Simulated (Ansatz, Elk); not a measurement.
## Bonding as seen by X-rays: Sn4B2CN

Structure refinements treat a crystal as free atoms side by side. For a made-up structure of Sn4B2CN (cell and positions from a PBE relaxation) the runs below show what the calculated density changes in F(hkl).

Method: DFT, PBE, all-electron APW+lo, Dirac cores, scalar-relativistic bands, static density, no spin, in Elk 11.2.3 (patched build).

The structure was built from a prototype and need not be the compound's stable phase.

## 1. Set-up

Symmetry: P-3m1, No. 164, trigonal system. Conventional cell: a = 3.408 Å, b = 3.408 Å, c = 11.977 Å, α = 90.00°, β = 90.00°, γ = 120.00°. Sn has 3 C at 2.41 Å and 3 B at 2.55 Å nearest. Sn has 3 N at 2.45 Å and 3 B at 2.48 Å nearest. Nearest to N lie 6 Sn at 2.45 Å. C has 6 Sn at 2.41 Å nearest. B has 6 Sn at 2.48 to 2.55 Å nearest. Farther neighbours and most contacts between anions are not listed.

## 2. Ground state and structure factors

An all-electron density is needed, since X-rays see the cores too. Task 0 finds the density and task 195 Fourier-transforms it; tshift is off so that phases refer to the origin typed.

File elk.in:

```
tasks
  0
  195

xctype
  20

spinpol
  .false.

rgkmax
  7.0

gmaxvr
  14.0

lmaxo
  7

lmaxapw
  8

swidth
  0.002

tshift
  .false.

ramdisk
  .false.

hmaxvr
  5.5

maxscl
  120

epspot
  1e-06

sppath
  './'

avec
  6.44094054391 0.00000000000 0.00000000000
  -3.22047027196 5.57801813529 -0.00000000000
  0.00000000000 -0.00000000000 22.63316175007

atoms
  4
  'Sn.in'
  4
  0.6666666667 0.3333333333 0.1163809980   0.000000 0.000000 0.000000
  0.3333333333 0.6666666667 0.8836190020   0.000000 0.000000 0.000000
  0.3333333333 0.6666666667 0.6224343763   0.000000 0.000000 0.000000
  0.6666666667 0.3333333333 0.3775656237   0.000000 0.000000 0.000000
  'N.in'
  1
  0.0000000000 0.0000000000 0.5000000000   0.000000 0.000000 0.000000
  'C.in'
  1
  0.0000000000 0.0000000000 -0.0000000000   0.000000 0.000000 0.000000
  'B.in'
  2
  0.3333333333 0.6666666667 0.2515164995   0.000000 0.000000 0.000000
  0.6666666667 0.3333333333 0.7484835005   0.000000 0.000000 0.000000

ngridk
  8 8 2
```

Run with:

```console
$ OMP_NUM_THREADS=4 elk
```

Numbers of over 12 decimals in the logs are rounded to 6 here.

Log:

```text
┌─────────────────────────┐
│ Elk code version 11.2.3 │
└─────────────────────────┘

All units are atomic (Hartree, Bohr, etc.)

┌─────────────────────────────────────────────────┐
│ Ground-state run starting from atomic densities │
└─────────────────────────────────────────────────┘

Lattice vectors :
   6.440940544       0.000000000       0.000000000
  -3.220470272       5.578018135      -0.000000000
   0.000000000      -0.000000000       22.63316175

Reciprocal lattice vectors :
  0.9755074223      0.5632094729       0.000000000
  -0.000000000       1.126418946       0.000000000
  -0.000000000       0.000000000      0.2776097028

Unit cell volume      :    813.1570643
Brillouin zone volume :   0.3050458815

Muffin-tin inner radius fraction :   0.1000000000E-01

Nuclei treated as point charges

Species : 1 (Sn)
 parameters loaded from : Sn.in
 name : tin
 nuclear charge    :   -50.00000000
 electronic charge :    50.00000000
 atomic mass :    216395.0922
 muffin-tin radius :    2.600000000
 number of radial points in muffin-tin :   1193
 inner part over the whole radius :   0.9914297220E-02
 number on inner part of muffin-tin    :    850
 approximate nuclear radius :   0.8828114845E-04
 number of mesh points to nuclear radius :    428
 atomic positions (lattice), magnetic fields (Cartesian) :
  1 :  -0.33333333  0.33333333  0.11638100    0.00000000  0.00000000  0.00000000
  2 :   0.33333333 -0.33333333 -0.11638100    0.00000000  0.00000000  0.00000000
  3 :   0.33333333 -0.33333333 -0.37756562    0.00000000  0.00000000  0.00000000
  4 :  -0.33333333  0.33333333  0.37756562    0.00000000  0.00000000  0.00000000

Species : 2 (N)
 parameters loaded from : N.in
 name : nitrogen
 nuclear charge    :   -7.000000000
 electronic charge :    7.000000000
 atomic mass :    25532.65216
 muffin-tin radius :    1.800000000
 number of radial points in muffin-tin :    593
 inner part over the whole radius :   0.9919300552E-02
 number on inner part of muffin-tin    :    407
 approximate nuclear radius :   0.4939692610E-04
 number of mesh points to nuclear radius :    170
 atomic positions (lattice), magnetic fields (Cartesian) :
  1 :   0.00000000  0.00000000  0.50000000    0.00000000  0.00000000  0.00000000

Species : 3 (C)
 parameters loaded from : C.in
 name : carbon
 nuclear charge    :   -6.000000000
 electronic charge :    6.000000000
 atomic mass :    21894.16674
 muffin-tin radius :    1.800000000
 number of radial points in muffin-tin :    593
 inner part over the whole radius :   0.9914778686E-02
 number on inner part of muffin-tin    :    406
 approximate nuclear radius :   0.4747601631E-04
 number of mesh points to nuclear radius :    166
 atomic positions (lattice), magnetic fields (Cartesian) :
  1 :   0.00000000  0.00000000  0.00000000    0.00000000  0.00000000  0.00000000

Species : 4 (B)
 parameters loaded from : B.in
 name : boron
 nuclear charge    :   -5.000000000
 electronic charge :    5.000000000
 atomic mass :    19707.24742
 muffin-tin radius :    1.800000000
 number of radial points in muffin-tin :    593
 inner part over the whole radius :   0.9957276294E-02
 number on inner part of muffin-tin    :    405
 approximate nuclear radius :   0.4534157419E-04
 number of mesh points to nuclear radius :    161
 atomic positions (lattice), magnetic fields (Cartesian) :
  1 :   0.33333333 -0.33333333  0.25151650    0.00000000  0.00000000  0.00000000
  2 :  -0.33333333  0.33333333 -0.25151650    0.00000000  0.00000000  0.00000000

Total number of atoms per unit cell :    8
Total muffin-tin volume :    392.2048045
 ratio of muffin-tin to unit cell volume :   0.4823235531

Spin treatment :
 spin-unpolarised

Number of Bravais lattice symmetries :   24
Number of crystal symmetries         :   12
Crystal has inversion symmetry
Real symmetric eigensolver will be used

k-point grid :      8     8     2
k-point offset :    0.000000000       0.000000000       0.000000000
k-point set is reduced with full crystal symmetry group
[...]
correlation                 :     -11.622880168521
 electron entropic           :    -0.12507177907180E-02
 total energy                :     -24861.195182588

Density of states at Fermi energy :    92.90982280
 (states/Hartree/unit cell)

Estimated indirect band gap :   0.2858346347E-02
 from k-point 14 to k-point 6
Estimated direct band gap   :   0.4021754749E-02
 at k-point 14

Charges :
 core                        :    128.0000000
 valence                     :    95.00000000
 interstitial                :    11.16276708
 muffin-tins (core leakage)
  species : 1 (Sn)
[...]
species : 2 (N)
[...]
species : 3 (C)
[...]
species : 4 (B)
[...]
total in muffin-tins        :    211.8372329
 total calculated charge     :    222.9971758
 total charge                :    223.0000000
 error                       :   0.2824233703E-02

RMS change in Kohn-Sham potential (target) :    2.391988576     (  0.1000000000E-05)
Absolute change in total energy (target)   :    1.122572296     (  0.1000000000E-03)

[... loops 3 to 19 left out ...]

┌──────────────────┐
│ Loop number : 20 │
└──────────────────┘

Energies :
 Fermi                       :     0.301630
 sum of occupied eigenvalues :     -14979.502162462
 electron kinetic            :      26161.751879740
 core electron kinetic       :      25191.958481929
 Coulomb                     :     -50338.572646278
 Coulomb potential           :     -40251.913741928
 nuclear-nuclear             :     -2604.8946963193
 electron-nuclear            :     -55271.245006977
 Hartree                     :      7537.5670570183
 Madelung                    :     -30212.615775314
 xc potential                :     -889.34030027447
 exchange                    :     -670.11535527302
 correlation                 :     -11.657808232501
 electron entropic           :    -0.10185416730838E-02
 total energy                :     -24858.594948585

Density of states at Fermi energy :    73.26212326
 (states/Hartree/unit cell)

Estimated indirect band gap :   0.1672438895E-02
 from k-point 2 to k-point 19
Estimated direct band gap   :   0.4536817454E-02
 at k-point 15

Charges :
 core                        :    128.0000000
 valence                     :    95.00000000
 interstitial                :    11.42243270
 muffin-tins (core leakage)
  species : 1 (Sn)
[...]
species : 2 (N)
[...]
species : 3 (C)
[...]
species : 4 (B)
[...]
total in muffin-tins        :    211.5775673
 total calculated charge     :    222.9976719
 total charge                :    223.0000000
 error                       :   0.2328067890E-02

RMS change in Kohn-Sham potential (target) :   0.9694585138E-06 (  0.1000000000E-05)
Absolute change in total energy (target)   :   0.4327503120E-05 (  0.1000000000E-03)

Convergence targets achieved

┌──────────────────┐
│ Loop number : 21 │
└──────────────────┘

Energies :
 Fermi                       :     0.301630
 sum of occupied eigenvalues :     -14979.502157672
 electron kinetic            :      26161.751880114
 core electron kinetic       :      25191.958481449
 Coulomb                     :     -50338.572647097
 Coulomb potential           :     -40251.913738608
 nuclear-nuclear             :     -2604.8946963193
 electron-nuclear            :     -55271.245011755
 Hartree                     :      7537.5670609768
 Madelung                    :     -30212.615777793
 xc potential                :     -889.34029917826
 exchange                    :     -670.11535549947
 correlation                 :     -11.657808220797
 electron entropic           :    -0.10185407246824E-02
 total energy                :     -24858.594949244

Density of states at Fermi energy :    73.26204116
 (states/Hartree/unit cell)

Estimated indirect band gap :   0.1672417787E-02
 from k-point 2 to k-point 19
Estimated direct band gap   :   0.4536849012E-02
 at k-point 15

Charges :
 core                        :    128.0000000
 valence                     :    95.00000000
 interstitial                :    11.42243230
 muffin-tins (core leakage)
  species : 1 (Sn)
[...]
species : 2 (N)
[...]
species : 3 (C)
   atom 1                    :    5.087874126     (  0.3430444026E-05)
  species : 4 (B)
   atom 1                    :    3.745589738     (  0.6647712673E-04)
   atom 2                    :    3.745589738     (  0.6647712673E-04)
 total in muffin-tins        :    211.5775677
 total calculated charge     :    222.9976719
 total charge                :    223.0000000
 error                       :   0.2328068219E-02

┌──────────────────────────────┐
│ Self-consistent loop stopped │
└──────────────────────────────┘

Wrote STATE.OUT
```

It took 59 s on 4 threads of Intel Xeon Platinum 8559C (Emerald Rapids), shared host; peak memory 0.32 GiB.

SFACRHO.OUT:

```text

h k l indices transformed by vhmat matrix:
   1.000000000       0.000000000       0.000000000    
   0.000000000       1.000000000       0.000000000    
   0.000000000       0.000000000       1.000000000    

      h      k      l  multipl.   |H|            Re(F)            Im(F)           |F|

      0      0      0      1   0.0000000       223.00000      0.67642101E-16   223.00000    
      0      0     -1      2  0.27760970       1.4676884      0.22216992E-13   1.4676884    
      0      0     -2      2  0.55521941       16.358569      0.15555200E-13   16.358569    
      0      0     -3      2  0.83282911       7.1894463     -0.41260127E-13   7.1894463    
      0      0      4      2   1.1104388      -150.61192      0.10967436E-12   150.61192    
      0     -1      0      6   1.1264189      -77.843668     -0.11990123E-13   77.843668    
      1     -1      1      6   1.1601236      -95.267947     -0.24332896E-13   95.267947    
      1      0      1      6   1.1601236       91.099461     -0.25567173E-13   91.099461    
      0     -1     -2      6   1.2558217       6.5188705     -0.34207114E-13   6.5188705    
      0      1     -2      6   1.2558217       5.9930759      0.35265066E-13   5.9930759    
      0      0      5      2   1.3880485      -9.9005913      0.10579520E-12   9.9005913    
      1     -1      3      6   1.4008654      -115.83236     -0.16750906E-13   115.83236    
      0     -1      3      6   1.4008654       106.65856     -0.49723743E-13   106.65856    
      1      0     -4      6   1.5817377       70.407969      0.33501813E-13   70.407969    
      0      1     -4      6   1.5817377       89.963933      0.62419167E-13   89.963933    
      0      0     -6      2   1.6656582      -28.467018     -0.35176904E-13   28.467018    
      1     -1     -5      6   1.7875957      -72.298720     -0.10755845E-12   72.298720    
      0     -1     -5      6   1.7875957       78.751021      0.10403195E-12   78.751021
```

Elk indexes on the primitive cell of elk.in and gives |H| = 4π sin θ/λ in inverse bohr. Below, one row stands for each form hkl of the conventional cell (m members, Friedel mates merged), F is for one primitive cell and the density is static (no thermal factor). Free-atom factors are Waasmaier and Kirfel's, and R is Σm||F|−|F'||/Σm|F|.

| hkl | m | sin θ/λ (Å⁻¹) | abs F, DFT | neutral atoms | diff. |
| --- | --- | --- | --- | --- | --- |
| 001 | 2 | 0.042 | 1.468 | 1.443 | +0.024 |
| 002 | 2 | 0.084 | 16.359 | 16.433 | -0.074 |
| 003 | 2 | 0.125 | 7.189 | 7.078 | +0.112 |
| 004 | 2 | 0.167 | 150.612 | 151.630 | -1.018 |
| 100 | 6 | 0.169 | 77.844 | 78.244 | -0.400 |
| 011 | 6 | 0.174 | 95.268 | 95.686 | -0.418 |
| 101 | 6 | 0.174 | 91.100 | 91.476 | -0.376 |
| 012 | 6 | 0.189 | 6.519 | 5.811 | +0.708 |
| 102 | 6 | 0.189 | 5.993 | 5.239 | +0.754 |
| 005 | 2 | 0.209 | 9.901 | 9.885 | +0.016 |
| 013 | 6 | 0.211 | 115.832 | 115.775 | +0.057 |
| 103 | 6 | 0.211 | 106.659 | 106.633 | +0.026 |
| 014 | 6 | 0.238 | 70.408 | 70.231 | +0.177 |
| 104 | 6 | 0.238 | 89.964 | 89.801 | +0.163 |

## 3. The highest occupied states alone

An energy window below the Fermi level keeps the highest occupied states, to see at which angles they scatter; shallow core shells can lie inside it and anion s states outside. No new self-consistency is needed.

elk.in, as its differences from that of step 2:

```diff
@@ -1,3 +1,2 @@
 tasks
-  0
   195
@@ -40,2 +39,5 @@
 
+wsfac
+  -0.249610 0.601630
+
 sppath
```

Run with:

```console
$ OMP_NUM_THREADS=4 elk
```

Log:

```text
┌─────────────────────────────────┐
│ Elk code version 11.2.3 started │
└─────────────────────────────────┘

Info(readinput): the functional depends on the density's gradient
 muffin-tin radial points multiplied by    2.00000
 (not where nrmtscf is given)

┌────────────────────┐
│ Current task : 195 │
└────────────────────┘

Info(sfacrho): density structure factors written to SFACRHO.OUT

 Energy window :  -0.2496100000      0.6016300000

┌──────────────────┐
│ Elk code stopped │
└──────────────────┘
```

It took 14 s on 4 threads; peak memory 0.18 GiB.

States within 15 eV below the Fermi level hold 30.59 electrons; any levels below the window count with the cores, and a count that is not whole means the window cuts a band. Their amplitudes can exceed the total, where window and core parts have opposite phase:

| hkl | sin θ/λ (Å⁻¹) | abs F, window | abs F, all |
| --- | --- | --- | --- |
| 001 | 0.042 | 0.490 | 1.468 |
| 002 | 0.084 | 3.435 | 16.359 |
| 003 | 0.125 | 0.383 | 7.189 |
| 004 | 0.167 | 5.797 | 150.612 |
| 100 | 0.169 | 3.037 | 77.844 |
| 011 | 0.174 | 0.128 | 95.268 |
| 101 | 0.174 | 1.827 | 91.100 |
| 012 | 0.189 | 5.878 | 6.519 |
| 102 | 0.189 | 5.982 | 5.993 |
| 005 | 0.209 | 0.949 | 9.901 |

## 4. Another functional

The difference from free atoms is small, so it is set against the change that LDA (Perdew-Wang) makes.

elk.in, as its differences from that of step 3:

```diff
@@ -1,2 +1,3 @@
 tasks
+  0
   195
@@ -4,3 +5,3 @@
 xctype
-  20
+  3
 
@@ -39,5 +40,2 @@
 
-wsfac
-  -0.249610 0.601630
-
 sppath
```

Run with:

```console
$ OMP_NUM_THREADS=4 elk
```

Log:

```text
┌─────────────────────────┐
│ Elk code version 11.2.3 │
└─────────────────────────┘

All units are atomic (Hartree, Bohr, etc.)

┌─────────────────────────────────────────────────┐
│ Ground-state run starting from atomic densities │
└─────────────────────────────────────────────────┘

Lattice vectors :
   6.440940544       0.000000000       0.000000000
  -3.220470272       5.578018135      -0.000000000
   0.000000000      -0.000000000       22.63316175

Reciprocal lattice vectors :
  0.9755074223      0.5632094729       0.000000000
[...]
muffin-tins (core leakage)
  species : 1 (Sn)
[...]
species : 2 (N)
[...]
species : 3 (C)
[...]
species : 4 (B)
   atom 1                    :    3.731836317     (  0.6855819905E-04)
   atom 2                    :    3.731836317     (  0.6855819905E-04)
 total in muffin-tins        :    211.6575614
 total calculated charge     :    222.9976928
 total charge                :    223.0000000
 error                       :   0.2307228869E-02

┌──────────────────────────────┐
│ Self-consistent loop stopped │
└──────────────────────────────┘

Wrote STATE.OUT
[key lines of the parts left out:]
total energy                :     -24836.232509989
```

Wall time 38 s (4 threads); peak memory 0.23 GiB.

Against the first run R = 0.04 %; the largest change is +0.090 at 004.

## 5. A coarser k-mesh

About half the k-points along each axis test the sampling.

elk.in, as its differences from that of step 4:

```diff
@@ -5,3 +5,3 @@
 xctype
-  3
+  20
 
@@ -68,2 +68,2 @@
 ngridk
-  8 8 2
+  4 4 1
```

Run with:

```console
$ OMP_NUM_THREADS=4 elk
```

Log:

```text
┌─────────────────────────┐
│ Elk code version 11.2.3 │
└─────────────────────────┘

All units are atomic (Hartree, Bohr, etc.)

┌─────────────────────────────────────────────────┐
│ Ground-state run starting from atomic densities │
└─────────────────────────────────────────────────┘

Lattice vectors :
   6.440940544       0.000000000       0.000000000
  -3.220470272       5.578018135      -0.000000000
   0.000000000      -0.000000000       22.63316175

Reciprocal lattice vectors :
  0.9755074223      0.5632094729       0.000000000
[...]
muffin-tins (core leakage)
  species : 1 (Sn)
[...]
species : 2 (N)
[...]
species : 3 (C)
[...]
species : 4 (B)
   atom 1                    :    3.729057442     (  0.6626216152E-04)
   atom 2                    :    3.729057442     (  0.6626216152E-04)
 total in muffin-tins        :    211.5930190
 total calculated charge     :    222.9976504
 total charge                :    223.0000000
 error                       :   0.2349607689E-02

┌──────────────────────────────┐
│ Self-consistent loop stopped │
└──────────────────────────────┘

Wrote STATE.OUT
[key lines of the parts left out:]
total energy                :     -24858.616990262
```

It took 32 s on 4 threads; peak memory 0.28 GiB.

Against the first run R = 0.01 %; the largest change is +0.092 at 004.

## 6. Settings against the effect

| run | R against the first run (%) | R against neutral atoms, low angle (%) | wall time |
| --- | --- | --- | --- |
| PBE, rgkmax 7 | 0.00 | 0.39 | 59 s |
| LDA (Perdew-Wang) | 0.04 | 0.37 | 38 s |
| k-mesh 4×4×1 | 0.01 | 0.38 | 32 s |

## 7. Results

* R against neutral atoms, sin θ/λ < 0.3 Å⁻¹: 0.39 %
* R against neutral atoms, 0.3 to 0.66 Å⁻¹: 0.12 %

In words: Independent neutral atoms miss the calculated amplitudes by R = 0.39 % below 0.3 Å⁻¹ and 0.12 % from there to 0.66 Å⁻¹; by shells, 0.84 % below 0.15 Å⁻¹ (3 forms), 0.39 % 0.15 to 0.3 (17 forms), 0.14 % 0.3 to 0.45 (34 forms), 0.10 % above 0.45 (95 forms). Bonding, aspherical density and the tables' own atoms all enter these figures, and the runs don't part them. The largest change of an amplitude is -1.02 electrons, at 004. The window's part falls from 30.6 electrons at the origin to at most 0.48 between 0.45 and 0.66 Å⁻¹. Below 0.3 Å⁻¹ the changes that finished (LDA (Perdew-Wang) and k-mesh 4×4×1) move F by R = 0.05 % at most, against the 0.39 % that separates it from free atoms. The basis has no finished test. The electron count is odd, so without spin the run is a metal by force. Part of the difference isn't bonding: the tables are fits to free atoms and ions calculated by other methods than this functional. Thermal motion, anomalous dispersion and extinction are left out.

[Logs are printed without paths, hosts, clocks, repeated set-up lines and the standing remarks that a program may print on its own settings, such as how far it seeks lower states.]

[Hosts, paths, dates, database ids (printed as entryN), source tags and the programs' standing remarks are cut or masked in the printed files.]
